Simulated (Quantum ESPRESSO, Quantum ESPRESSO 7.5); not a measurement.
## Nb(100), 5 layers: test of the smearing

Which setting serves for Nb(100), 5 layers? The runs below step through one kind of setting.

Program: Quantum ESPRESSO 7.5. Level of theory: plane-wave DFT, PBE, SSSP efficiency pseudopotentials. Results are calculated unless marked as measured.

### 1. The structure

The cell holds 5 atoms: 5 Nb. Its edges and angles: a = 3.300 Å, b = 3.300 Å, c = 22.600 Å, α = 90.0°, β = 90.0°, γ = 90.0°. It derives from Nb. Vacuum lies along c.

### 2. SCF with pw.x: mv smearing, 0.01 Ry

The first run is the reference of the series.

c0.in reads:

```
&control
  prefix = 'c0'
  outdir = './out'
  pseudo_dir = './pseudo'
  calculation = 'scf'
  tprnfor = .true.
/
&system
  ibrav = 0
  nat = 5
  ntyp = 1
  ecutwfc = 45
  ecutrho = 360
  occupations = 'smearing'
  smearing = 'mv'
  degauss = 0.01
  assume_isolated = 'esm'
  esm_bc = 'bc1'
/
&electrons
  conv_thr = 1e-07
  mixing_beta = 0.4
  electron_maxstep = 120
  mixing_mode = 'local-TF'
/
ATOMIC_SPECIES
  Nb  92.9064  Nb.pbe-spn-kjpaw_psl.0.3.0.UPF
CELL_PARAMETERS angstrom
  3.30000000000000 0.00000000000000 0.00000000000000
  0.00000000000000 3.30000000000000 0.00000000000000
  0.00000000000000 0.00000000000000 22.60000000000000
ATOMIC_POSITIONS crystal
  Nb  0.000000000000 0.000000000000 -0.146017699115
  Nb  0.500000000000 0.500000000000 -0.073008849558
  Nb  0.000000000000 0.000000000000 0.000000000000
  Nb  0.500000000000 0.500000000000 0.073008849558
  Nb  0.000000000000 0.000000000000 0.146017699115
K_POINTS automatic
  12 12 1 0 0 0
```

The run is started by

```bash
OMP_NUM_THREADS=1 mpirun -n 4 pw.x -nk 4 -in c0.in > c0.out
```

The program printed:

```text
Program PWSCF v.7.5 starts
[citation notice left out]

     Parallel version (MPI & OpenMP), running on       4 processor cores
     Number of MPI processes:                 4
     Threads/MPI process:                     1

     MPI processes distributed on     1 nodes
[...]
Current dimensions of program PWSCF are:
     Max number of different atomic species (ntypx) = 10
     Max number of k-points (npk) =  40000
     Max angular momentum in pseudopotentials (lmaxx) =  4
     file Nb.pbe-spn-kjpaw_psl.0.3.0.UPF: wavefunction(s)  4S 4P renormalized
     Message from routine setup:
     using ibrav=0 with symmetry is DISCOURAGED, use correct ibrav instead

     K-points division:     npool     =       4
     Subspace diagonalization in iterative solution of the eigenvalue problem:
     a serial algorithm will be used

     G-vector sticks info
     --------------------
     sticks:   dense  smooth     PW     G-vecs:    dense   smooth      PW
     Sum        1109     553    177               191669    67631   11573

     Using Slab Decomposition

     bravais-lattice index     =            0
     lattice parameter (alat)  =       6.2361  a.u.
     unit-cell volume          =    1660.8596 (a.u.)^3
     number of atoms/cell      =            5
     number of atomic types    =            1
     number of electrons       =        65.00
     number of Kohn-Sham states=           40
     kinetic-energy cutoff     =      45.0000  Ry
     charge density cutoff     =     360.0000  Ry
     scf convergence threshold =      1.0E-07
     mixing beta               =       0.4000
     number of iterations used =            8  local-TF  mixing
     Exchange-correlation= SLA  PW   PBX  PBC
                           (   1   4   3   4   0   0   0)

     Effective Screening Medium Method
     =================================
     Boundary Conditions: Vacuum-Slab-Vacuum
     total charge in unit cell        =   0.0000
     grid points for fit at edges     =        4

     celldm(1)=   6.236096  celldm(2)=   0.000000  celldm(3)=   0.000000
     celldm(4)=   0.000000  celldm(5)=   0.000000  celldm(6)=   0.000000

     crystal axes: (cart. coord. in units of alat)
               a(1) = (   1.000000   0.000000   0.000000 )
               a(2) = (   0.000000   1.000000   0.000000 )
               a(3) = (   0.000000   0.000000   6.848485 )

     reciprocal axes: (cart. coord. in units 2 pi/alat)
               b(1) = (  1.000000  0.000000  0.000000 )
               b(2) = (  0.000000  1.000000  0.000000 )
               b(3) = (  0.000000  0.000000  0.146018 )

     PseudoPot. # 1 for Nb read from file:
     ./pseudo/Nb.pbe-spn-kjpaw_psl.0.3.0.UPF
     Pseudo is Projector augmented-wave + core cor, Zval = 13.0
     Generated using "atomic" code by A. Dal Corso  v.5.0.99 svn rev. 10869
     Shape of augmentation charge: PSQ
     Using radial grid of 1227 points,  6 beta functions with:
                l(1) =   0
                l(2) =   0
                l(3) =   1
                l(4) =   1
                l(5) =   2
                l(6) =   2
     Q(r) pseudized with 0 coefficients

     atomic species   valence    mass     pseudopotential
     Nb               13.00    92.90640     Nb( 1.00)

     16 Sym. Ops., with inversion, found

   Cartesian axes

     site n.     atom                  positions (alat units)
         1        Nb     tau(   1) = (   0.0000000   0.0000000  -1.0000000  )
         2        Nb     tau(   2) = (   0.5000000   0.5000000  -0.5000000  )
         3        Nb     tau(   3) = (   0.0000000   0.0000000   0.0000000  )
         4        Nb     tau(   4) = (   0.5000000   0.5000000   0.5000000  )
         5        Nb     tau(   5) = (   0.0000000   0.0000000   1.0000000  )

     number of k points=    28  Marzari-Vanderbilt smearing, width (Ry)=  0.0100
                       cart. coord. in units 2pi/alat
        k(    1) = (   0.0000000   0.0000000   0.0000000), wk =   0.0138889
        k(    2) = (   0.0000000   0.0833333   0.0000000), wk =   0.0555556
        k(    3) = (   0.0000000   0.1666667   0.0000000), wk =   0.0555556
        k(    4) = (   0.0000000   0.2500000   0.0000000), wk =   0.0555556
        k(    5) = (   0.0000000   0.3333333   0.0000000), wk =   0.0555556
        k(    6) = (   0.0000000   0.4166667   0.0000000), wk =   0.0555556
        k(    7) = (   0.0000000  -0.5000000   0.0000000), wk =   0.0277778
        k(    8) = (   0.0833333   0.0833333   0.0000000), wk =   0.0555556
        k(    9) = (   0.0833333   0.1666667   0.0000000), wk =   0.1111111
        k(   10) = (   0.0833333   0.2500000   0.0000000), wk =   0.1111111
[...]
k(   28) = (  -0.5000000  -0.5000000   0.0000000), wk =   0.0138889

     Dense  grid:   191669 G-vectors     FFT dimensions: (  40,  40, 270)

     Smooth grid:    67631 G-vectors     FFT dimensions: (  27,  27, 192)

     Estimated max dynamical RAM per process >     309.88 MB

     Estimated total dynamical RAM >       1.07 GB

     Check: negative core charge=   -0.000005

     Initial potential from superposition of free atoms

     starting charge      64.9894, renormalised to      65.0000

     negative rho (up, down):  1.202E-03 0.000E+00
     Starting wfcs are   50 randomized atomic wfcs
     Checking if some PAW data can be deallocated...

     total cpu time spent up to now is        2.4 secs

     per-process dynamical memory:   140.2 Mb

     Self-consistent Calculation

     iteration #  1     ecut=    45.00 Ry     beta= 0.40
     Davidson diagonalization with overlap
     ethr =  1.00E-02,  avg # of iterations =  1.5

     negative rho (up, down):  1.529E-04 0.000E+00

     total cpu time spent up to now is        6.3 secs

     total energy              =   -1670.87049900 Ry
     estimated scf accuracy    <       4.08798280 Ry

     iteration #  2     ecut=    45.00 Ry     beta= 0.40
[...]
negative rho (up, down):  4.185E-06 0.000E+00

[...]
total energy              =   -1670.75451971 Ry
     estimated scf accuracy    <       1.55768765 Ry

     iteration #  3     ecut=    45.00 Ry     beta= 0.40
[...]
negative rho (up, down):  5.139E-06 0.000E+00

[...]
total energy              =   -1670.87091202 Ry
     estimated scf accuracy    <       0.40222991 Ry

     iteration #  4     ecut=    45.00 Ry     beta= 0.40
[...]
negative rho (up, down):  1.153E-04 0.000E+00

[...]
total energy              =   -1671.18861171 Ry
[...]
iteration # 11     ecut=    45.00 Ry     beta= 0.40
[...]
c_bands:  2 eigenvalues not converged
     c_bands:  1 eigenvalues not converged
[...]
negative rho (up, down):  2.584E-03 0.000E+00

[...]
total energy              =   -1671.14216339 Ry
     estimated scf accuracy    <       0.89611902 Ry

     iteration # 12     ecut=    45.00 Ry     beta= 0.40
[...]
negative rho (up, down):  1.221E-04 0.000E+00

[...]
total energy              =   -1671.02993586 Ry
     estimated scf accuracy    <       0.74813161 Ry

[... 33 further iterations ...]
     iteration # 46     ecut=    45.00 Ry     beta= 0.40
[...]
negative rho (up, down):  1.244E-03 0.000E+00

[...]
total energy              =   -1671.07797950 Ry
     estimated scf accuracy    <       0.00016560 Ry

     iteration # 47     ecut=    45.00 Ry     beta= 0.40
[...]
negative rho (up, down):  1.237E-03 0.000E+00

[...]
total energy              =   -1671.07799741 Ry
     estimated scf accuracy    <       0.00004674 Ry

     iteration # 48     ecut=    45.00 Ry     beta= 0.40
[...]
negative rho (up, down):  1.253E-03 0.000E+00

[...]
total energy              =   -1671.07802430 Ry
     estimated scf accuracy    <       0.00000184 Ry

     iteration # 49     ecut=    45.00 Ry     beta= 0.40
[...]
c_bands:  1 eigenvalues not converged
     c_bands:  2 eigenvalues not converged
     c_bands:  5 eigenvalues not converged
     c_bands:  2 eigenvalues not converged
     c_bands:  1 eigenvalues not converged
     c_bands:  1 eigenvalues not converged
     c_bands:  2 eigenvalues not converged
[...]
negative rho (up, down):  1.235E-03 0.000E+00

[...]
total energy              =   -1671.07803119 Ry
     estimated scf accuracy    <       0.00007267 Ry

     iteration # 50     ecut=    45.00 Ry     beta= 0.40
[...]
negative rho (up, down):  1.242E-03 0.000E+00

[...]
total energy              =   -1671.07803498 Ry
     estimated scf accuracy    <       0.00001434 Ry

     iteration # 51     ecut=    45.00 Ry     beta= 0.40
[...]
negative rho (up, down):  1.249E-03 0.000E+00

[...]
total energy              =   -1671.07803449 Ry
     estimated scf accuracy    <       0.00001674 Ry

     iteration # 52     ecut=    45.00 Ry     beta= 0.40
[...]
negative rho (up, down):  1.255E-03 0.000E+00

[...]
total energy              =   -1671.07803276 Ry
     estimated scf accuracy    <       0.00000815 Ry

     iteration # 53     ecut=    45.00 Ry     beta= 0.40
[...]
negative rho (up, down):  1.255E-03 0.000E+00

[...]
total energy              =   -1671.07803353 Ry
     estimated scf accuracy    <       0.00000165 Ry

     iteration # 54     ecut=    45.00 Ry     beta= 0.40
[...]
negative rho (up, down):  1.257E-03 0.000E+00

[...]
total energy              =   -1671.07803341 Ry
     estimated scf accuracy    <       0.00000034 Ry

     iteration # 55     ecut=    45.00 Ry     beta= 0.40
[...]
c_bands:  1 eigenvalues not converged
[...]
negative rho (up, down):  1.261E-03 0.000E+00

[...]
End of self-consistent calculation

          k = 0.0000 0.0000 0.0000 (  8507 PWs)   bands (ev):

   -58.7658 -58.7647 -58.1745 -58.0423 -57.8767 -34.9177 -34.9061 -34.7636
   -34.7636 -34.7477 -34.7477 -34.4375 -34.2723 -34.2723 -34.1825 -33.9562
   -33.9562 -33.7559 -33.6511 -33.6511  -9.2657  -8.0523  -7.3002  -7.1498
    -6.7259  -6.4601  -6.3664  -5.0594  -3.6641  -3.6043  -3.5433  -3.5433
    -3.4522  -3.4522  -3.2722  -3.2146  -2.7914  -2.7913  -2.6064  -1.4039

          k = 0.0000 0.0833 0.0000 (  8501 PWs)   bands (ev):

   -58.7636 -58.7625 -58.1691 -58.0419 -57.8807 -34.9245 -34.9086 -34.7818
   -34.7805 -34.7565 -34.7420 -34.4241 -34.3302 -34.2646 -34.1338 -33.9826
   -33.9590 -33.7351 -33.6637 -33.6626  -9.1310  -7.9498  -7.2049  -7.0538
    -6.6849  -6.4393  -6.2528  -5.0595  -3.8451  -3.7540  -3.6659  -3.6506
    -3.6499  -3.3041  -3.1758  -3.1510  -3.1334  -2.3965  -2.2123  -1.9954

          k = 0.0000 0.1667 0.0000 (  8513 PWs)   bands (ev):

   -58.7573 -58.7565 -58.1534 -58.0410 -57.8927 -34.9420 -34.9227 -34.8499
   -34.8351 -34.7368 -34.7264 -34.4102 -34.4063 -34.2413 -34.0869 -34.0213
   -33.9671 -33.7017 -33.6966 -33.6904  -8.7462  -7.6796  -6.9904  -6.7331
    -6.6552  -6.4825  -5.8370  -4.8995  -4.1697  -4.1582  -4.0584  -3.8015
    -3.6757  -3.3656  -3.3096  -2.9830  -2.8445  -2.1924  -2.0219  -1.8292

          k = 0.0000 0.2500 0.0000 (  8503 PWs)   bands (ev):

   -58.7488 -58.7483 -58.1289 -58.0399 -57.9122 -34.9670 -34.9659 -34.9104
   -34.9097 -34.7100 -34.7043 -34.4683 -34.4187 -34.2017 -34.0801 -34.0309
   -33.9788 -33.7506 -33.7073 -33.6810  -8.1746  -7.3675  -6.7773  -6.6853
    -6.5492  -6.2383  -5.2118  -4.5418  -4.5143  -4.4641  -4.2924  -3.9098
    -3.6750  -3.5968  -3.5391  -2.5825  -2.3759  -2.3060  -2.0232  -1.9401

          k = 0.0000 0.3333 0.0000 (  8463 PWs)   bands (ev):

   -58.7403 -58.7401 -58.0982 -58.0387 -57.9378 -35.0227 -35.0104 -34.9615
   -34.9592 -34.6833 -34.6812 -34.5214 -34.4343 -34.1460 -34.1008 -34.0161
   -33.9915 -33.8205 -33.7067 -33.6752  -7.5552  -7.2257  -6.8864  -6.5066
    -6.3726  -5.7430  -4.8709  -4.8608  -4.5355  -4.3272  -4.2130  -3.9620
    -3.7858  -3.4462  -3.4170  -2.5710  -2.4294  -2.0617  -2.0087  -1.9317

          k = 0.0000 0.4167 0.0000 (  8432 PWs)   bands (ev):

   -58.7341 -58.7340 -58.0662 -58.0379 -57.9661 -35.0642 -35.0558 -35.0069
   -34.9728 -34.6641 -34.6636 -34.5648 -34.4419 -34.1216 -34.0769 -34.0013
   -33.9979 -33.8997 -33.7001 -33.6777  -7.2619  -7.2473  -6.7721  -6.3698
    -6.0924  -5.3115  -5.0925  -5.0732  -4.4590  -4.1512  -4.1191  -3.9957
    -3.9934  -3.1835  -3.1755  -2.8370  -2.2016  -2.1111  -1.8123  -1.7765

[...]
the Fermi energy is    -3.7120 ev

!    total energy              =   -1671.07803318 Ry
     total all-electron energy =    -38199.612914 Ry
     estimated scf accuracy    <       0.00000008 Ry
     smearing contrib. (-TS)   =       0.00019466 Ry
     internal energy E=F+TS    =   -1671.07822784 Ry

     The total energy is F=E-TS. E is the sum of the following terms:
     one-electron contribution =    6978.94870776 Ry
     hartree contribution      =   -3500.50270692 Ry
     xc contribution           =    -144.20685176 Ry
     ewald contribution        =   -3962.87092952 Ry
     one-center paw contrib.   =   -1042.44644740 Ry

     convergence has been achieved in  55 iterations

     negative rho (up, down):  1.261E-03 0.000E+00

     Forces acting on atoms (cartesian axes, Ry/au):

     atom    1 type  1   force =     0.00000000    0.00000000    0.04498534
     atom    2 type  1   force =     0.00000000    0.00000000   -0.04728711
     atom    3 type  1   force =     0.00000000    0.00000000    0.00000000
     atom    4 type  1   force =     0.00000000    0.00000000    0.04728711
     atom    5 type  1   force =     0.00000000    0.00000000   -0.04498534

     Total force =     0.092301     Total SCF correction =     0.001339

[...]
=------------------------------------------------------------------------------=
   JOB DONE.
=------------------------------------------------------------------------------=
[...]
```

It took 4.5 min on 4 MPI ranks of Arm Neoverse V2, shared host; peak memory 1.2 GiB; 18 min of CPU time.

This step gave:

```
free energy                                                    : -22736.1749 eV
Fermi energy                                                   : -3.712 eV
vacuum line at the lower end of the cell, over the Fermi level : 3.712 eV
vacuum line at the upper end of the cell, over the Fermi level : 3.712 eV
```

The potential energy, planar mean oscillates, so the rows of the table below give means over windows of 1.59 Å about each position, cut where the curve ends. Its maxima inside the range that stand out by 2 % of the span (Å: eV): -2.4: -6.47, -0.8: -6.52, 0.8: -6.52, 2.4: -6.47. Its minima: -3.3: -22.0, -1.7: -21.7, 0.0: -21.9, 1.7: -21.7, 3.3: -22.0.

Electrostatic potential energy of an electron; zero at the Fermi level. Potential energy, planar mean against z; means over each step:

```csv
z (Å),"potential energy, planar mean (eV)"
-10.51,3.71
-8.92,3.71
-7.33,3.70
-5.74,3.37
-4.15,-5.59
-2.56,-13.5
-0.97,-13.4
0.62,-13.5
2.21,-13.5
3.80,-10.4
5.39,3.02
6.98,3.69
8.57,3.71
10.16,3.71
```

The program's own clock; routines nest. Time by routine:

```csv
routine,wall time (s),calls
PWSCF,272.3,1
electrons,268.9,1
c_bands,187.7,55
cegterg,163.8,385
h_psi,111.6,2674
fftw,97.37,96492
vloc_psi,88.8,2674
sum_band,30.89,55
mix_rho,19.01,55
calbec,15.19,3087
PAW_pot,13.98,56
add_vuspsi,11.38,2674
s_psi,11.24,2674
h_psi:calbec,11.06,2674
```

The vacuum levels are read from the outermost 0.7 Å of the cell on either side.

The run needed 55 iterations to bring the estimated error under 1e-07 Ry; the largest force on any atom, held or free, is 1.22 eV/Å.

Inside the slab this potential holds the local part of the pseudopotentials, which can be repulsive at the nuclei; only its value in the vacuum has a meaning of its own.

(Continued in part 2 of 4.)

[Logs are printed without paths, hosts, clocks, repeated set-up lines and the standing remarks that a program may print on its own settings, such as how far it seeks lower states.]

[Hosts, paths, dates, database ids (printed as entryN), source tags and the programs' standing remarks are cut or masked in the printed files.]

[Maps of the electrostatic potential energy from Ansatz leave out the sawtooth potential of an applied field or a dipole correction, so their vacuum need not be flat; planar profiles and work functions include it.]
